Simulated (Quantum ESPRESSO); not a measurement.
# BN (F-43m): the LO frequency by hand

Aim: work out the LO frequency and the static dielectric constant of BN (F-43m) from one linear-response run, then check them.

Calculated with Quantum ESPRESSO 7.5; DFT LDA, scalar-relativistic, plane waves, PseudoDojo norm-conserving pseudopotentials.

### Step 1. The structure

It takes space group F-43m (No. 216, cubic). Conventional cell: a = 3.581 Å, b = 3.581 Å, c = 3.581 Å, α = 90.00°, β = 90.00°, γ = 90.00°. B has 4 N at 1.55 Å nearest. Nearest to N lie 4 B at 1.55 Å. Farther neighbours and most contacts between anions are not listed.

Structure file:

```
B N
1.0
    -1.79068    0.00000    1.79068
     0.00000    1.79068    1.79068
    -1.79068    1.79068    0.00000
B N
1 1
Cartesian
  0.0000 0.0000 0.0000
  -2.6860 2.6860 2.6860
```

### Step 2. What the response run gave

A linear-response run on the relaxed cell, with the response to an electric field; only its zone-centre results are used. Cutoff 92 Ry, k mesh 12×12×12.

Output:

```text
[banners, grids, parts of the stress and lines that vanish by symmetry left out]
Program PHONON v.7.5
     Reading xml data from directory:

[...]
Exchange-correlation= PW
                           (   1   4   0   0   0   0   0)
[...]
kinetic-energy cut-off    =      92.0000  Ry
     charge density cut-off    =     368.0000  Ry
     convergence threshold     =      1.0E-18
[...]
Exchange-correlation= PW
                           (   1   4   0   0   0   0   0)
[...]
q = (   0.0000000   0.0000000   0.0000000 )
     25 Sym.Ops. (with q -> -q+G )
     G cutoff =  426.9551  (   9257 G-vectors)     FFT grid: ( 30, 30, 30)
     number of k points=    72
[...]
Mode symmetry, T_d (-43m)  point group:
[...]
Dielectric constant
[...]
End of electric fields calculation
          Dielectric constant in cartesian axis
          (       4.506765575      -0.000000000      -0.000000000 )
          (      -0.000000000       4.506765575      -0.000000000 )
          (      -0.000000000      -0.000000000       4.506765575 )
          Effective charges (d Force / dE) in cartesian axis without acoustic sum rule applied (asr)
           atom    1  B     Mean Z*:        1.87837
      Ex  (        1.87837       -0.00000        0.00000 )
      Ey  (       -0.00000        1.87837       -0.00000 )
      Ez  (        0.00000       -0.00000        1.87837 )
           atom    2  N     Mean Z*:       -1.87840
      Ex  (       -1.87840        0.00000       -0.00000 )
      Ey  (        0.00000       -1.87840       -0.00000 )
      Ez  (       -0.00000       -0.00000       -1.87840 )
          Effective charges Sum: Mean:       -0.00003
[...]
Effective charges (d Force / dE) in cartesian axis with asr applied:
           atom    1  B     Mean Z*:        1.87838
[...]
atom    2  N     Mean Z*:       -1.87838
[...]
Representation #   1 modes #   1   2   3
[...]
End of self-consistent calculation
     Convergence has been achieved
     Representation #   2 modes #   4   5   6
[...]
End of self-consistent calculation
     Convergence has been achieved
[...]
Dielectric constant in cartesian axis
          (       4.506765575      -0.000000000      -0.000000000 )
          (      -0.000000000       4.506765575      -0.000000000 )
          (      -0.000000000      -0.000000000       4.506765575 )
          Effective charges (d Force / dE) in cartesian axis without acoustic sum rule applied (asr)
           atom    1  B     Mean Z*:        1.87837
      Ex  (        1.87837       -0.00000        0.00000 )
      Ey  (       -0.00000        1.87837       -0.00000 )
      Ez  (        0.00000       -0.00000        1.87837 )
           atom    2  N     Mean Z*:       -1.87840
      Ex  (       -1.87840        0.00000       -0.00000 )
      Ey  (        0.00000       -1.87840       -0.00000 )
      Ez  (       -0.00000       -0.00000       -1.87840 )
          Effective charges Sum: Mean:       -0.00003
[...]
Effective charges (d Force / dE) in cartesian axis with asr applied:
           atom    1  B     Mean Z*:        1.87838
[...]
atom    2  N     Mean Z*:       -1.87838
[...]
q = (    0.000000000   0.000000000   0.000000000 )
[...]
freq (    1) =      -0.069484 [THz] =      -2.317753 [cm-1]
     freq (    2) =      -0.069484 [THz] =      -2.317753 [cm-1]
     freq (    3) =      -0.069484 [THz] =      -2.317753 [cm-1]
     freq (    4) =      32.036583 [THz] =    1068.625394 [cm-1]
     freq (    5) =      32.036583 [THz] =    1068.625394 [cm-1]
     freq (    6) =      32.036583 [THz] =    1068.625394 [cm-1]
[...]
Mode symmetry, T_d (-43m)  point group:
     freq (   1-   3) =         -2.3  [cm-1]   --> T_2  G_15 P_4   I+R
     freq (   4-   6) =       1068.6  [cm-1]   --> T_2  G_15 P_4   I+R

   JOB DONE.
```

```csv
quantity,value
cell volume Ω (Å³),11.484
mass of B (u),10.810
mass of N (u),14.007
"Born charge of B, raw (e)",1.878
"Born charge of N, raw (e)",-1.878
ε∞,4.507
ω(TO) after the sum rule (cm⁻¹),1068.6
```

### Step 3. The calculation

The charges must sum to zero over the cell; taking off their mean, 0.000 e, leaves Z* = 1.878 e on B. In the polar mode B moves against N, so the reduced mass is μ = 10.81 × 14.01 / 24.82 = 6.101 u.

A longitudinal wave builds up a field that adds to the restoring force: ω(LO)² = ω(TO)² + 4π Z*² / (μ Ω ε∞), in Hartree atomic units. With μ = 11122 electron masses and Ω = 77.50 bohr³ the second term is 1.1414e-05 Ha², or 549824 cm⁻² (1 Ha = 219474.6 cm⁻¹).

So ω(LO) = √(1141970 + 549824) = 1300.7 cm⁻¹, and by the Lyddane-Sachs-Teller relation ε₀ = ε∞ (ω(LO)/ω(TO))² = 6.68.

### Step 4. Check against the program

The analysis program adds the same non-analytic term to the full matrix, here for q along (1 0 0).

Output:

```text
[banner, memory and clock lines left out]
Program DYNMAT v.7.5

     Reading Dynamical Matrix from file g.dyn
     ...Force constants read
     ...epsilon and Z* read

     Polarizability (A^3 units)
     multiply by 0.461059 for Clausius-Mossotti correction
         3.204657   -0.000000   -0.000000
        -0.000000    3.204657   -0.000000
        -0.000000   -0.000000    3.204657

     IR activities are in (D/A)^2/amu units

# mode   [cm-1]    [THz]      IR
    1     -0.00   -0.0000    0.0000
    2      0.00    0.0000    0.0000
    3      0.00    0.0000    0.0000
    4   1068.63   32.0366   13.3418
    5   1068.63   32.0366   13.3418
    6   1300.69   38.9936   13.3418
```

ε₀ comes from the program's run without a direction of q.

```csv
quantity,by hand,program
ω(LO) (cm⁻¹),1300.7,1300.7
ε₀,6.68,6.68
```

### Step 5. What came out

```
TO mode                    : 1069 cm⁻¹
LO mode                    : 1301 cm⁻¹
static dielectric constant : 6.677
```

The LO mode of BN (F-43m) lies at 1301 cm⁻¹, 232 cm⁻¹ above the TO mode; the formula meets the program within 0.1 cm⁻¹, as it must for a cubic crystal with one polar mode. ω(LO)² − ω(TO)² goes with Z*²/ε∞: an error of 5 % in ε∞ would move the LO mode by 10.1 cm⁻¹, and semilocal functionals tend to overestimate ε∞. These are harmonic values at zero temperature, at the volume of this functional, for the structure held cubic; stability elsewhere in the zone is no part of this calculation.

[Host names and launcher messages were left out of these logs when they were recorded.]

[Logs are printed without paths, hosts, clocks, repeated set-up lines and the standing remarks that a program may print on its own settings, such as how far it seeks lower states.]

[Hosts, paths, dates, database ids (printed as entryN), source tags and the programs' standing remarks are cut or masked in the printed files.]
